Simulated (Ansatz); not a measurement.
# A hypothetical structure for TiBiRu4

This structure for TiBiRu4 is made up. Its elements were placed in a known structure type with a cell scaled to their sizes. What cell does the guess relax to, and how far off was it?

Method: DFT, PBE, plane-wave PAW, files of the set soft_1, scalar-relativistic, no spin, cell and ions relaxed at zero pressure; PAW set soft_1, in the first sound run; inputs show where later runs differ, in Ansatz 0.2.0.

## (1) The structure

It takes space group Cmmm (No. 65, orthorhombic). Conventional cell: a = 5.074 Å, b = 9.092 Å, c = 4.197 Å, α = 90.00°, β = 90.00°, γ = 90.00°. Nearest to Bi lie 6 Ru at 2.97 to 2.98 Å and 4 Ti at 3.29 Å. Nearest to Ru lie 6 Ru at 2.54 to 2.55 Å and 2 Ti at 2.60 Å. Nearest to Ru lie 6 Ru at 2.55 to 2.90 Å and 2 Ti at 2.62 Å and 3 Bi at 2.97 to 2.98 Å. Nearest to Ti lie 8 Ru at 2.60 to 2.62 Å and 4 Bi at 3.29 Å. Farther neighbours are not listed.

Structure file:

```cif
data_structure
_symmetry_space_group_name_H-M 'Cmmm'
_symmetry_Int_Tables_number 65
_cell_length_a 5.0740
_cell_length_b 9.0920
_cell_length_c 4.1970
_cell_angle_alpha 90.000
_cell_angle_beta 90.000
_cell_angle_gamma 90.000
_cell_volume 193.62
loop_
_atom_site_label
_atom_site_type_symbol
_atom_site_symmetry_multiplicity
_atom_site_Wyckoff_symbol
_atom_site_fract_x
_atom_site_fract_y
_atom_site_fract_z
_atom_site_occupancy
Bi1 Bi 2 a 0.00000 0.00000 0.00000 1
Ru1 Ru 4 f 0.25000 0.25000 0.50000 1
Ru2 Ru 4 i 0.50000 0.17290 0.00000 1
Ti1 Ti 2 c 0.50000 0.00000 0.50000 1
```

## (2) Relaxing cell and atoms

The guess takes its coordinates from another compound and its volume from a rule, so the cell and any free coordinates are relaxed together.

Input file input.yaml:

```yaml
crystal:
  lattice:
    - [2.537, -4.546, 0.0]
    - [2.537, 4.546, 0.0]
    - [0.0, 0.0, 4.197]
  atoms:
    - { symbol: Bi, position: [0.0, 0.0, 0.0] }
    - { symbol: Ru, position: [0.0, 0.5, 0.5] }
    - { symbol: Ru, position: [0.5, 0.0, 0.5] }
    - { symbol: Ru, position: [0.3271, 0.6729, 0.0] }
    - { symbol: Ru, position: [0.6729, 0.3271, 0.0] }
    - { symbol: Ti, position: [0.5, 0.5, 0.5] }
kpoints:
  mp_grid: { grid: [6, 6, 6] }
scf:
  occupations: { method: fermi_dirac, width: 0.05 }
hamiltonian:
  xc: pbe
  pseudopotentials: { kind: paw, azcp: { folder: soft_1 } }
relax:
  f_tol: 0.015
  max_steps: 70
  cell: {}
output:
  forces: true
  stress: true
```

Run with:

```sh
ansatz run input.yaml --threads 4 --pin off --max-ram 10240MiB --backend cpu --events-out ev --progress --plain --runs-dir out
```

Numbers of over 12 decimals in the logs are rounded to 6 here.

The log of the run:

```text
Engine: ansatz 0.2.0, x86_64-unknown-linux-gnu
Pseudopotentials: kind: paw
Pseudopotential: Bi, paw, valence charge 15, recommended cutoff 420 eV (normal), soft_1/Bi.paw.azcp
Pseudopotential: Ru, paw, valence charge 16, recommended cutoff 420 eV (normal), soft_1/Ru.paw.azcp
Pseudopotential: Ti, paw, valence charge 12, recommended cutoff 420 eV (normal), soft_1/Ti.paw.azcp
Functional definition: PBE
  parameter kappa = 0.804
  parameter beta = 0.066725
  exchange = pbe_x(kappa = kappa, mu = beta*pi^2/3)
  correlation = pbe_c(beta = beta)
Crystal: 6 atoms, lattice volume = 96.810 Å³
Basis set: ecut = 420 eV, 1889 PW (Γ), exchange–correlation on 72×72×60 points (8 copies of the dense FFT grid, shifted against one another)
Bands: 55, of which v1, the nominal top of the filled ones, is band 46 counted from 1 (45 counted from 0)
Symmetry: 8 space group operations
Space group: Cmmm (ITA 65), of the structure as read, at distance tolerance 4.6e-5 Å
k-points: 52 of 216
Non-local potential: Bi, projectors of the file, l = 0: 2, l = 1: 2, l = 2: 2, l = 3: 1
Non-local potential: Ru, projectors of the file, l = 0: 3, l = 1: 2, l = 2: 2, l = 3: 1
Non-local potential: Ti, projectors of the file, l = 0: 3, l = 1: 2, l = 2: 3, l = 3: 1
PAW form: soft (Blöchl's): semilocal exchange-correlation on the pseudo side does not see the compensation charge
PAW one-centre angular grid: Bi, 590 points (default); XC on 64 Gauss nodes
PAW one-centre angular grid: Ru, 590 points (default); XC on 64 Gauss nodes
PAW one-centre angular grid: Ti, 590 points (default); XC on 64 Gauss nodes
Initial density: superposition of atomic densities (chi_scale 0.1, normalization cell, long waves kept (reshape's long-wave potential 0.00 eV rms))
Initial wavefunctions: pseudopotential atomic-orbital guess
Functional: x = pbe(κ = 0.804, μ = 0.219515), c = pbe(β = 0.066725)
SCF iter   1: F=—  HF=-38423.205280 eV  |F-HF|=—  |Δ(HF+E_count)|=         —  Δρ=3.32e-1  dr2=2.13e2  ethr=3.10e-3  ⟨swp⟩=6.0  Hψ=9523  notcnv=0
preconditioner: auto → Kerker (q_TF=auto, 2.700 Å⁻¹)  [metal: Δε(μ)=0.004 eV  Ē_g=8.417 eV  σ=0.050 eV  W_gap=0.02  n_scr=26 (ndim 8)  ℏωp=27.0 eV  f_vac=0.000  D(μ)=7.43/eV (n_scr^D=78)]
SCF iter   2: F=—  HF=-38412.563217 eV  |F-HF|=—  |Δ(HF+E_count)|=    1.06e1  Δρ=8.68e-2  dr2=1.67e1  ethr=3.10e-3  ⟨swp⟩=3.0  Hψ=6121  notcnv=0  defer=12
SCF iter   3: F=—  HF=-38411.233931 eV  |F-HF|=—  |Δ(HF+E_count)|=    1.33e0  Δρ=2.37e-2  dr2=1.33e0  ethr=3.10e-3  ⟨swp⟩=2.5  Hψ=4603  notcnv=0  defer=13
SCF iter   4: F=—  HF=-38411.069539 eV  |F-HF|=—  |Δ(HF+E_count)|=   1.64e-1  Δρ=6.71e-3  dr2=1.43e-1  ethr=1.46e-3  ⟨swp⟩=2.1  Hψ=3617  notcnv=0  defer=34
SCF iter   5: F=—  HF=-38411.039762 eV  |F-HF|=—  |Δ(HF+E_count)|=   2.98e-2  Δρ=2.03e-3  dr2=1.17e-2  ethr=1.57e-4  ⟨swp⟩=2.2  Hψ=4266  notcnv=0  defer=35
SCF iter   6: F=—  HF=-38411.037373 eV  |F-HF|=—  |Δ(HF+E_count)|=   2.39e-3  Δρ=8.63e-4  dr2=1.03e-3  ethr=1.29e-5  ⟨swp⟩=2.0  Hψ=3721  notcnv=0  defer=35
SCF iter   7: F=—  HF=-38411.037241 eV  |F-HF|=—  |Δ(HF+E_count)|=   1.31e-4  Δρ=2.84e-4  dr2=1.45e-4  ethr=1.14e-6  ⟨swp⟩=1.8  Hψ=3244  notcnv=0  defer=35
SCF iter   8: F=—  HF=-38411.037236 eV  |F-HF|=—  |Δ(HF+E_count)|=   5.60e-6  Δρ=9.93e-5  dr2=1.51e-5  ethr=1.59e-7  ⟨swp⟩=2.0  Hψ=3021  notcnv=0  defer=35
SCF iter   9: F=—  HF=-38411.037249 eV  |F-HF|=—  |Δ(HF+E_count)|=   1.34e-5  Δρ=2.43e-5  dr2=8.17e-7  ethr=1.66e-8  ⟨swp⟩=2.0  Hψ=3714  notcnv=0  defer=35
SCF iter  10: F=—  HF=-38411.037249 eV  |F-HF|=—  |Δ(HF+E_count)|=   1.07e-7  Δρ=8.63e-6  dr2=1.23e-7  ethr=1.10e-10  ⟨swp⟩=4.7  Hψ=9311  notcnv=0
SCF iter  11: F=-38411.037249 eV  HF=-38411.037249 eV  |F-HF|=2.32e-9  |Δ(HF+E_count)|=   1.02e-8  Δρ=2.37e-6  dr2=3.93e-9  ethr=1.10e-10  ⟨swp⟩=3.2  Hψ=7869  notcnv=0
SCF 1 converged in 11 iterations: F = -38411.037249 eV  dr2 = 3.93e-9
  greatest PAW one-centre occupation: 1.000 electrons in one spin orbital (limit 2), on the Ru atom at site 2 (counted from 0), in its partial waves of l = 0
relax step   1: F+E_penalty+E_count = -38411.03724904 eV  Δ(F+E_penalty+E_count) = +0.000e0 eV  max|allowed force component| = 5.370e-1 eV/Å  Δτ_max = 0.0000 Å  P = +16.075 GPa  Ω = 96.810 Å³  (11 SCF iters, dr2 threshold 1.00e-7 eV, accepted)
Crystal: 6 atoms, lattice volume = 103.876 Å³
Basis set: ecut = 420 eV, 2037 PW (Γ), exchange–correlation on 72×72×60 points (8 copies of the dense FFT grid, shifted against one another)
Initial density: handed on by an earlier stage of this run
Initial wavefunctions: those handed on with the density
iter 1 solved again at ethr=5.78e-4 eV; its pass at ethr=3.10e-3 eV (dr2=5.26e-1 eV) is discarded
SCF iter   1: F=—  HF=-38411.679770 eV  |F-HF|=—  |Δ(HF+E_count)|=         —  Δρ=1.57e-2  dr2=5.27e-1  ethr=5.78e-4  ⟨swp⟩=1.1  Hψ=12040  notcnv=0
preconditioner: auto → Kerker (q_TF=auto, 2.669 Å⁻¹)  [metal: Δε(μ)=0.004 eV  Ē_g=8.447 eV  σ=0.050 eV  W_gap=0.02  n_scr=26 (ndim 8)  ℏωp=26.0 eV  f_vac=0.000  D(μ)=11.69/eV (n_scr^D=162)]
SCF iter   2: F=—  HF=-38411.646921 eV  |F-HF|=—  |Δ(HF+E_count)|=   3.28e-2  Δρ=7.92e-3  dr2=1.51e-1  ethr=5.78e-4  ⟨swp⟩=2.0  Hψ=3231  notcnv=0
SCF iter   3: F=—  HF=-38411.633453 eV  |F-HF|=—  |Δ(HF+E_count)|=   1.35e-2  Δρ=1.11e-3  dr2=1.73e-3  ethr=1.66e-4  ⟨swp⟩=2.0  Hψ=3544  notcnv=0
SCF iter   4: F=—  HF=-38411.633377 eV  |F-HF|=—  |Δ(HF+E_count)|=   7.55e-5  Δρ=4.10e-4  dr2=2.85e-4  ethr=1.91e-6  ⟨swp⟩=2.2  Hψ=3641  notcnv=0
SCF iter   5: F=—  HF=-38411.633423 eV  |F-HF|=—  |Δ(HF+E_count)|=   4.62e-5  Δρ=1.38e-4  dr2=5.18e-5  ethr=3.13e-7  ⟨swp⟩=2.1  Hψ=3419  notcnv=0
SCF iter   6: F=—  HF=-38411.633415 eV  |F-HF|=—  |Δ(HF+E_count)|=   8.55e-6  Δρ=4.60e-5  dr2=3.90e-6  ethr=5.69e-8  ⟨swp⟩=2.0  Hψ=3737  notcnv=0
SCF iter   7: F=—  HF=-38411.633414 eV  |F-HF|=—  |Δ(HF+E_count)|=   5.31e-7  Δρ=1.85e-5  dr2=6.98e-7  ethr=6.59e-10  ⟨swp⟩=4.0  Hψ=9044  notcnv=0
SCF iter   8: F=-38411.633414 eV  HF=-38411.633414 eV  |F-HF|=1.72e-8  |Δ(HF+E_count)|=   5.70e-8  Δρ=4.88e-6  dr2=3.69e-8  ethr=6.59e-10  ⟨swp⟩=4.0  Hψ=8175  notcnv=0
SCF 2 converged in 8 iterations: F = -38411.633414 eV  dr2 = 3.69e-8
relax step   2: F+E_penalty+E_count = -38411.63341429 eV  Δ(F+E_penalty+E_count) = -5.962e-1 eV  max|allowed force component| = 1.873e-1 eV/Å  Δτ_max = 0.0239 Å  P = -0.295 GPa  Ω = 103.876 Å³  energy of the carried Pulay correction = -6.456e-3 eV  (8 SCF iters, dr2 threshold 6.00e-7 eV, accepted)
Crystal: 6 atoms, lattice volume = 103.713 Å³
Basis set: ecut = 420 eV, 2049 PW (Γ), exchange–correlation on 72×72×60 points (8 copies of the dense FFT grid, shifted against one another)
[...]
relax step   8: F+E_penalty+E_count = -38411.89691545 eV  Δ(F+E_penalty+E_count) = -5.266e-3 eV  max|allowed force component| = 3.618e-2 eV/Å  Δτ_max = 0.0282 Å  P = +0.129 GPa  Ω = 102.265 Å³  energy of the carried Pulay correction = -5.024e-3 eV  (9 SCF iters, accepted)
relax step   9: F+E_penalty+E_count = -38411.89960287 eV  Δ(F+E_penalty+E_count) = -2.687e-3 eV  max|allowed force component| = 9.064e-3 eV/Å  Δτ_max = 0.0014 Å  P = +0.015 GPa  Ω = 102.290 Å³  energy of the carried Pulay correction = -5.047e-3 eV  (6 SCF iters, dr2 threshold 6.00e-7 eV, accepted)
relax step  10: F+E_penalty+E_count = -38411.89964089 eV  Δ(F+E_penalty+E_count) = -3.802e-5 eV  max|allowed force component| = 1.016e-2 eV/Å  Δτ_max = 0.0001 Å  P = +0.075 GPa  Ω = 102.256 Å³  energy of the carried Pulay correction = -5.017e-3 eV  (6 SCF iters, dr2 threshold 1.36e-7 eV, accepted)
relax step  11: F+E_penalty+E_count = -38411.89980411 eV  Δ(F+E_penalty+E_count) = -1.632e-4 eV  max|allowed force component| = 2.731e-2 eV/Å  Δτ_max = 0.0071 Å  P = -0.001 GPa  Ω = 102.276 Å³  energy of the carried Pulay correction = -5.034e-3 eV  (6 SCF iters, dr2 threshold 2.09e-7 eV, accepted)
relax step  12: F+E_penalty+E_count = -38411.90036240 eV  Δ(F+E_penalty+E_count) = -5.583e-4 eV  max|allowed force component| = 3.819e-3 eV/Å  Δτ_max = 0.0057 Å  P = -0.010 GPa  Ω = 102.280 Å³  energy of the carried Pulay correction = -5.038e-3 eV  (6 SCF iters, dr2 threshold 1.62e-7 eV, accepted)
relax step  13: F+E_penalty+E_count = -38411.91316238 eV  Δ(F+E_penalty+E_count) = -1.280e-2 eV  max|allowed force component| = 5.299e-3 eV/Å  Δτ_max = 0.0000 Å  P = +0.131 GPa  Ω = 102.280 Å³  stress off target by 3.78e-1 GPa  SCF on the basis re-selected at this cell (its energy is not comparable with the rows above)  (7 SCF iters)
relax step  14: F+E_penalty+E_count = -38411.91317581 eV  Δ(F+E_penalty+E_count) = -1.343e-5 eV  max|allowed force component| = 3.535e-3 eV/Å  Δτ_max = 0.0018 Å  P = -0.157 GPa  Ω = 102.427 Å³  energy of the carried Pulay correction = -1.094e-4 eV  (6 SCF iters, dr2 threshold 3.56e-7 eV, accepted)
relax step  15: F+E_penalty+E_count = -38411.91331911 eV  Δ(F+E_penalty+E_count) = -1.433e-4 eV  max|allowed force component| = 1.292e-4 eV/Å  Δτ_max = 0.0005 Å  P = +0.003 GPa  Ω = 102.340 Å³  energy of the carried Pulay correction = -4.321e-5 eV  (6 SCF iters, dr2 threshold 1.81e-7 eV, accepted)
iter 1 solved again at ethr=8.79e-8 eV; its pass at ethr=3.10e-3 eV (dr2=8.00e-5 eV) is discarded
SCF iter   1: F=—  HF=-38411.913326 eV  |F-HF|=—  |Δ(HF+E_count)|=         —  Δρ=3.97e-5  dr2=3.59e-8  ethr=8.79e-8  ⟨swp⟩=3.9  Hψ=16717  notcnv=0
preconditioner: auto → Kerker (q_TF=auto, 2.675 Å⁻¹)  [metal: Δε(μ)=0.010 eV  Ē_g=8.507 eV  σ=0.050 eV  W_gap=0.05  n_scr=26 (ndim 8)  ℏωp=26.2 eV  f_vac=0.000  D(μ)=10.19/eV (n_scr^D=132)]
SCF iter   2: F=—  HF=-38411.913396 eV  |F-HF|=—  |Δ(HF+E_count)|=   6.99e-5  Δρ=2.02e-5  dr2=9.88e-9  ethr=3.95e-11  ⟨swp⟩=2.7  Hψ=5497  notcnv=0
SCF iter   3: F=—  HF=-38411.913398 eV  |F-HF|=—  |Δ(HF+E_count)|=   1.49e-6  Δρ=9.51e-7  dr2=3.03e-10  ethr=1.09e-11  ⟨swp⟩=1.0  Hψ=2861  notcnv=0
SCF iter   4: F=—  HF=-38411.913398 eV  |F-HF|=—  |Δ(HF+E_count)|=   2.18e-9  Δρ=2.30e-7  dr2=7.45e-11  ethr=1.00e-12  ⟨swp⟩=1.0  Hψ=2860  notcnv=0
iter 5 did not close the SCF: its close was put off for the readings that it lacked (scf_convergence_deferred on its scf_iter line)
SCF iter   5: F=-38411.913398 eV  HF=-38411.913398 eV  |F-HF|=7.28e-12  |Δ(HF+E_count)|=  1.46e-11  Δρ=1.04e-7  dr2=1.38e-11  ethr=1.00e-12  ⟨swp⟩=1.0  Hψ=2860  notcnv=0
iter 6 did not close the SCF: its close was put off for the readings that it lacked (scf_convergence_deferred on its scf_iter line)
SCF iter   6: F=-38411.913398 eV  HF=-38411.913398 eV  |F-HF|=7.28e-12  |Δ(HF+E_count)|=  7.28e-12  Δρ=6.48e-8  dr2=3.85e-12  ethr=1.00e-12  ⟨swp⟩=1.0  Hψ=2860  notcnv=0
iter 7 did not close the SCF: its close was put off for the readings that it lacked (scf_convergence_deferred on its scf_iter line)
SCF iter   7: F=-38411.913398 eV  HF=-38411.913398 eV  |F-HF|=0.00e0  |Δ(HF+E_count)|=    0.00e0  Δρ=2.60e-8  dr2=4.02e-13  ethr=1.00e-12  ⟨swp⟩=1.0  Hψ=2860  notcnv=0
iter 8 did not close the SCF: its close was put off for the readings that it lacked (scf_convergence_deferred on its scf_iter line)
SCF iter   8: F=-38411.913398 eV  HF=-38411.913398 eV  |F-HF|=7.28e-12  |Δ(HF+E_count)|=    0.00e0  Δρ=3.91e-9  dr2=1.13e-14  ethr=1.00e-12  ⟨swp⟩=1.0  Hψ=2860  notcnv=0
SCF iter   9: F=-38411.913398 eV  HF=-38411.913398 eV  |F-HF|=1.46e-11  |Δ(HF+E_count)|=  7.28e-12  Δρ=1.11e-9  dr2=5.86e-16  ethr=1.00e-12  ⟨swp⟩=1.0  Hψ=5928  notcnv=0
SCF 16 converged in 9 iterations: F = -38411.913398 eV  dr2 = 5.86e-16
relax step  16: F+E_penalty+E_count = -38411.91339782 eV  Δ(F+E_penalty+E_count) = -7.872e-5 eV  max|allowed force component| = 1.294e-4 eV/Å  Δτ_max = 0.0000 Å  P = +0.002 GPa  Ω = 102.340 Å³  stress off target by 2.87e-3 GPa  SCF on the basis re-selected at this cell (its energy is not comparable with the rows above)  (9 SCF iters)
basis re-selected at this cell: Δ(F+E_penalty+E_count) = -7.872e-5 eV, ΔP = -0.000 GPa vs the last step (what re-selecting the basis moved, of the pressure what is left beyond the Pulay correction that the steps carried, after the strain that the cell walked since its last selection, with what the two solves' SCF thresholds leave and, on support functions, any second-order correction that the steps lacked; it is no m [...]
SCF converged after 9 iterations
Free energy (F): -38411.913398 eV
Harris-Foulkes:  -38411.913398 eV  (|F-HF|=1.46e-11)
Internal energy: -38411.831057 eV  (E = F + TS)
E sigma→0 (E₀):  -38411.872228 eV
Entropy (-TS):   -0.082340 eV (-13.723 meV/atom)
Fermi energy:    18.063531 eV
--- Per-component energies (eV) ---
  E_band       = -621.461339
  E_kinetic    = 2377.840024
  E_local      = -8335.502821  (includes V_loc(G=0)·N_el)
  E_nonlocal   = 2132.436948
  E_hartree    = 2979.142673
  E_xc         = -945.410110
  E_vxc        = -1133.410777  (∫ρ·V_xc dr)
  E_paw        = -25717.246005  (= ΣΔE_a)
  E_vpaw       = -1621.112807  (= ΣTr[D̂ρ^β])
  E_aug_tail   = 0.002748  (compensation charges beyond the density's cutoff)
  E_ewald      = -10903.094514
  E_smearing   = -0.082340  (= −TS)
  E_closure    = -0.000000  (closes the sum)
  Σ components = -38411.913398   (vs F -38411.913398, Δ=0.00e0)
--- Forces (eV/Å), atoms counted from 1 ---
  atom   1  Bi     0.00000000     0.00000000     0.00000000
  atom   2  Ru    -0.00000000    -0.00000000     0.00000000
  atom   3  Ru     0.00000000    -0.00000000     0.00000000
  atom   4  Ru     0.00000000     0.00012939     0.00000000
  atom   5  Ru    -0.00000000    -0.00012939    -0.00000000
  atom   6  Ti     0.00000000     0.00000000     0.00000000
  max |Σ_I F_I| component: 1.74e-29 eV/Å
--- Stress (GPa, compression-positive) ---
        0.002018      -0.000000      -0.000000
       -0.000000       0.002870       0.000000
       -0.000000       0.000000       0.001928
  P = ⅓ Tr σ = 0.0023 GPa (0.023 kbar)
--- Relaxed structure (14 steps of the walk, 13 accepted, 2 SCFs on fresh bases) ---
  F+E_penalty+E_count = -38411.91339782 eV   max|allowed force component| = 1.294e-4 eV/Å   (the final SCF, on the basis selected at the relaxed cell)
  cell:  # Å, volume = 102.3396 Å³
    - [2.588563, -4.271712, -1.0662979150713832e-17]
    - [2.588563, 4.271712, 1.066297915071381e-17]
    - [0, 9.844373844158806e-18, 4.627571]
  atoms:
    - { symbol: Bi, position: [0, 0, 0] }
    - { symbol: Ru, position: [5.761374940705095e-19, 0.5, 0.5] }
    - { symbol: Ru, position: [0.5, -5.76137494070506e-19, 0.5] }
    - { symbol: Ru, position: [0.325507, 0.674493, 1.9155610011482158e-19] }
    - { symbol: Ru, position: [0.674493, 0.325507, -1.9155610011482196e-19] }
    - { symbol: Ti, position: [0.5, 0.5, 0.5] }
```

Run time: 40 s. Hardware: 4 threads of Intel Xeon Platinum 8488C (Sapphire Rapids), shared host; peak memory 0.69 GiB; 2.5 min of CPU time.

The steps of the relaxation:

```tsv
step	energy less that of the first step (eV)	largest force component (eV/Å)	pressure (GPa)	volume (Å³)
1	0.0000	0.5370	16.08	96.81
2	-0.5962	0.1873	-0.30	103.88
3	-0.7736	0.0545	-1.47	103.71
4	-0.8351	0.1910	0.68	101.76
5	-0.8508	0.0887	-0.16	102.41
6	-0.8544	0.0535	-0.04	102.34
7	-0.8476	0.2654	0.65	102.13
8	-0.8597	0.0362	0.13	102.26
9	-0.8624	0.0091	0.02	102.29
10	-0.8624	0.0102	0.08	102.26
11	-0.8626	0.0273	0.00	102.28
12	-0.8631	0.0038	-0.01	102.28
13*	-0.8759	0.0053	0.13	102.28
14	-0.8759	0.0035	-0.16	102.43
15	-0.8761	0.0001	0.00	102.34
16*	-0.8761	0.0001	0.00	102.34
```

Relaxation steps marked * repeat the geometry before them on a plane-wave basis chosen anew for their cell, so energy and pressure can jump there. Relaxation step 7 was tried and not accepted.

The run keeps the 8 symmetry operations that it works with, so distortions that break them were not tested.

```tsv
conventional cell, symmetrised	before	after	change
a (Å)	5.074	5.177	+2.0 %
b (Å)	9.092	8.543	-6.0 %
c (Å)	4.197	4.628	+10.3 %
volume (Å³/atom)	16.13	17.06	+5.7 %
```

The atoms that moved most (Å, as changes of fractional coordinates times the final cell):

```tsv
atom	dx	dy	dz	length
Ru4	0.000	0.014	0.000	0.014
Ru5	0.000	-0.014	0.000	0.014
```

Final coordinates:

```xyz
6
Lattice="2.5886 -4.2717 0.0000 2.5886 4.2717 0.0000 0.0000 0.0000 4.6276" Properties=species:S:1:pos:R:3 pbc="T T T"
Bi    0.0000    0.0000    0.0000
Ru    1.2943    2.1359    2.3138
Ru    1.2943   -2.1359    2.3138
Ru    2.5886    1.4908    0.0000
Ru    2.5886   -1.4908    0.0000
Ti    2.5886    0.0000    2.3138
```

This step gave:

```
free energy             : -38411.9134 eV
energy at zero smearing : -38411.8722 eV
smearing term TS        : 0.08234 eV
Fermi energy            : 18.06 eV
electrons               : 91
symmetry operations     : 8
pressure                : 0.002272 GPa
```

The shortest distance of each pair, which need not be the same contact before and after:

```tsv
pair	guess (Å)	relaxed (Å)
Ru–Ti	2.603	2.497
Ru–Ru	2.537	2.589
Bi–Ru	2.974	2.781
Bi–Ti	3.292	3.472
Bi–Bi	4.197	4.628
```

The relaxation ends with a largest force component of 1.3e-4 eV/Å and a pressure of 0.00 GPa.

[end of part 1 of 2]

[Logs are printed without paths, hosts, clocks, repeated set-up lines and the standing remarks that a program may print on its own settings, such as how far it seeks lower states.]

[Hosts, paths, dates, database ids (printed as entryN), source tags and the programs' standing remarks are cut or masked in the printed files.]
